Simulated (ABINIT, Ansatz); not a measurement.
Planning a run of ABINIT 10.8.3 on Li2H6Pt (Fm-3m). The input:

```
acell 3*1.0 Angstrom
rprim 
  0.000000000000 3.324927160000 3.324927160000
  3.324927160000 0.000000000000 3.324927160000
  3.324927160000 3.324927160000 0.000000000000
ntypat 3
znucl 3 1 78
natom 9
typat 1 1 2 2 2 2 2 2 3
xred 
  0.750000000000 0.750000000000 0.750000000000
  0.250000000000 0.250000000000 0.250000000000
  0.754787880000 0.754787880000 0.245212120000
  0.245212120000 0.754787880000 0.245212120000
  0.754787880000 0.245212120000 0.245212120000
  0.245212120000 0.245212120000 0.754787880000
  0.754787880000 0.245212120000 0.754787880000
  0.245212120000 0.754787880000 0.754787880000
  0.000000000000 0.000000000000 0.000000000000
pp_dirpath "pseudos"
pseudos "Li.upf, H.upf, Pt.upf"
ecut 34
ngkpt 4 4 4
nshiftk 1
shiftk 0 0 0
kptopt 1
chksymbreak 0
istwfk *1
occopt 1
irdwfk 1
optdriver 99
bs_calctype 1
mbpt_sciss 1.974 eV
bs_loband 9
nband 20
bs_exchange_term 1
bs_coulomb_term 11
bs_coupling 0
bs_algorithm 1
bs_freq_mesh 0 12 0.1 eV
zcut 0.15 eV
ecuteps 3.6
ecutwfn 17
inclvkb 2
irdscr 1
indata_prefix "in"
outdata_prefix "out"
tmpdata_prefix "tmp"
```

```sh
OMP_NUM_THREADS=1 mpirun -n 4 abinit run.abi > log
```

**Question.** How long will it take on 4 MPI ranks of Intel Xeon 6975P-C (Granite Rapids), shared host, and how much memory?

It took 2.4 min; on shared hardware allow 73 s to 4.9 min. Peak host memory was 0.54 GiB.

The kernel grows as the square of the matrix size, and full diagonalisation as its cube.

[Paths, hosts, dates, memory and timing lines, banners, echoed tables and standing remarks are left out of the program output.]

[Logs are printed without paths, hosts, clocks, repeated set-up lines and the standing remarks that a program may print on its own settings, such as how far it seeks lower states.]

[Runs of the session that timed out or met a known fault of the program may be left out.]

[Hosts, paths, dates, database ids (printed as entryN), source tags and the programs' standing remarks are cut or masked in the printed files.]

[G0W0 gaps are taken among the corrected bands and points alone; a level outside them can change the order at an edge.]

[Where Ansatz stands beside ABINIT at settings called matched, ABINIT's density can come from a denser mesh and the files from another edition; pairs whose starting gaps differed by over 0.03 eV were left out, so agreement reads better than it is.]
